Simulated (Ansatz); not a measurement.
# Te3As2 (Kalgoorlieite): spin-orbit coupling beyond the local functionals

Aim: the spin-orbit change of the gap of Te3As2 (Kalgoorlieite).

Method: density functionals with and without spin-orbit coupling, plane waves, PAW, in Ansatz 0.2.0.

**What was measured.**

- Gap 0.46 eV: band gap, earlier experiment; bulk crystal (quoted in “Nonlinear optical properties of arsenic telluride and its use in ultrafast fiber lasers”, 2020, pmc:7498598).

This is a report of a sequence of runs, with the program logs left out and the cost of each run kept.

**1. The starting structure**

Symmetry: C2/m, No. 12, monoclinic system. Conventional cell: a = 14.357 Å, b = 4.020 Å, c = 9.899 Å, α = 90.00°, β = 95.11°, γ = 90.00°. Te has 3 As at 2.74 to 2.99 Å nearest. Te has 3 As at 2.65 to 2.95 Å nearest. Te has 3 As at 2.76 to 2.82 Å nearest. Nearest to As lie 6 Te at 2.76 to 2.99 Å. As has 3 Te at 2.65 to 2.74 Å nearest. Farther neighbours, and contacts between anions beyond the nearest, are not listed.

As a file:

```cif
data_structure
_symmetry_space_group_name_H-M 'C2/m'
_symmetry_Int_Tables_number 12
_cell_length_a 14.3573
_cell_length_b 4.0199
_cell_length_c 9.8990
_cell_angle_alpha 90.000
_cell_angle_beta 95.107
_cell_angle_gamma 90.000
_cell_volume 569.05
loop_
_atom_site_label
_atom_site_type_symbol
_atom_site_symmetry_multiplicity
_atom_site_Wyckoff_symbol
_atom_site_fract_x
_atom_site_fract_y
_atom_site_fract_z
_atom_site_occupancy
Te1 Te 4 i 0.52890 0.50000 0.28680 1
Te2 Te 4 i 0.77770 0.00000 0.33900 1
Te3 Te 4 i 0.87440 0.50000 0.03550 1
As1 As 4 i 0.70260 0.50000 0.14080 1
As2 As 4 i 0.61330 0.00000 0.44060 1
```

The cell and positions come from the Crystallography Open Database and are kept as given unless a step says otherwise. The default PAW set here is soft_2. Its files were made with PBE.

**2. HSE06, 4×4×2 mesh**

This step: DFT, HSE06, plane waves, PAW.

input.yaml

```yaml
crystal:
  lattice:
    - [7.17865, -2.00995, 0.0]
    - [7.17865, 2.00995, 0.0]
    - [-0.8811692412, 0.0, 9.859702925]
  atoms:
    - { symbol: Te, position: [0.0289, 0.0289, 0.2868] }
    - { symbol: Te, position: [0.9711, 0.9711, 0.7132] }
    - { symbol: Te, position: [0.7777, 0.7777, 0.339] }
    - { symbol: Te, position: [0.2223, 0.2223, 0.661] }
    - { symbol: Te, position: [0.3744, 0.3744, 0.0355] }
    - { symbol: Te, position: [0.6256, 0.6256, 0.9645] }
    - { symbol: As, position: [0.2026, 0.2026, 0.1408] }
    - { symbol: As, position: [0.7974, 0.7974, 0.8592] }
    - { symbol: As, position: [0.6133, 0.6133, 0.4406] }
    - { symbol: As, position: [0.3867, 0.3867, 0.5594] }
kpoints:
  mp_grid: { grid: [4, 4, 2] }
  band_path:
    path:
      - [0.0, 0.0, 0.0]
      - [-0.26975513, 0.26975513, 0.0]
      - [-0.73024487, -0.26975513, 0.0]
      - [-0.5, -0.5, 0.0]
      - [-0.5, -0.5, 0.5]
      - [-0.73279539, -0.26720461, 0.5]
      - [-0.26720461, 0.26720461, 0.5]
      - [0.0, 0.0, 0.5]
      - [-0.592097948, -0.407902052, 0.0]
      - [0.0, 0.0, 0.3]
    npoints: 1
hamiltonian:
  xc: hse06
scf:
  occupations: { method: fixed }
  n_extra_bands: 7
output:
  eigenvalues: true
```

Command:

```
ansatz run input.yaml --threads 3 --pin off --max-ram 92160MiB --backend cuda --events-out ev --progress --plain --runs-dir out --devices 1 --max-vram 13GiB
```

The job ended after 96 s (1 × NVIDIA H100 80GB HBM3 (shared by 6 runs) with 3 threads of AMD EPYC 7R13 (Zen 3), shared host; peak memory 2 GiB; 2.5 min of CPU time).

This step gave:

```yaml
gap: 0.7268 eV
valence_top_at: k = (0.000, 0.000, 0.300)
conduction_bottom_at: M_2
least_direct_gap: 0.8214 eV
exact_exchange_fraction: 0.25
```

The gap is indirect, with the least direct gap 0.09 eV higher.

**3. HSE06+SOC, 4×4×2 mesh**

The many-body steps leave out spin-orbit coupling, so its effect is taken from a two-component run, with twice the bands.

This step: DFT, HSE06 with spin-orbit coupling, plane waves, PAW.

Changes to input.yaml since step 2:

```diff
@@ -34,5 +34,12 @@
 scf:
-  occupations: { method: fixed }
-  n_extra_bands: 7
+  occupations: { method: fermi_dirac, width: 0.02 }
+  n_extra_bands: 14
+magnetization:
+  noncollinear: true
+  spin_orbit: true
 output:
   eigenvalues: true
+  write_density: true
+  write_potential: true
+  elf: true
+  volumetric_format: npy
```

Elapsed: 9.5 min, on 1 × NVIDIA H100 80GB HBM3 (shared by 6 runs) with 3 threads; peak memory 5 GiB; 21 min of CPU time.

This step gave:

- gap: 0.5189 eV
- valence top at: k = (0.000, 0.000, 0.300)
- conduction bottom at: M_2
- least direct gap: 0.6169 eV
- exact-exchange fraction: 0.25

The gap stands −0.21 eV against HSE06.

**4. Together**

Times are wall times on 1 × NVIDIA H100 80GB HBM3 (shared by 6 runs) with 3 threads of AMD EPYC 7R13 (Zen 3), shared host, good to a factor of about two.

```
level  gap (eV)  with coupling (eV)  change (eV)  time  with coupling
HSE06      0.73                0.52        −0.21  96 s        9.5 min
```

**5. What came out**

```json
{"HSE06": "0.73 eV", "HSE06+SOC": "0.52 eV"}
```

In words: Spin-orbit coupling changes the gap by −0.21 eV and the least direct gap by −0.20 eV. Against experiment, by HSE06+SOC: the gap of 0.52 eV lies +0.06 eV from the measured 0.46 eV (kind not stated, quoted 2020). The lattice is static and excitons are left out.

[Long decimals in the printed logs are rounded to 6 places.]

[Logs are printed without paths, hosts, clocks, repeated set-up lines and the standing remarks that a program may print on its own settings, such as how far it seeks lower states.]

[Paths, hosts, dates, memory and timing lines, banners, echoed tables and standing remarks are left out of the program output; an Ansatz launch command may be rebuilt from the run's recorded settings. Measured values are a selection of at most five: reports struck by readers or far from the other reports are left out. None is set beside runs whose start may be inverted or whose files or cutoffs have a known fault.]

[Runs of the session that timed out or met a known fault of the program may be left out.]

[Cells called generated may have been cut or substituted from an entry of the Crystallography Open Database or the Materials Project.]

[Hosts, paths, dates, database ids (printed as entryN), source tags and the programs' standing remarks are cut or masked in the printed files.]

[Where the starting crystal was built by hand or by swapping elements, it need not be the compound's stable phase.]
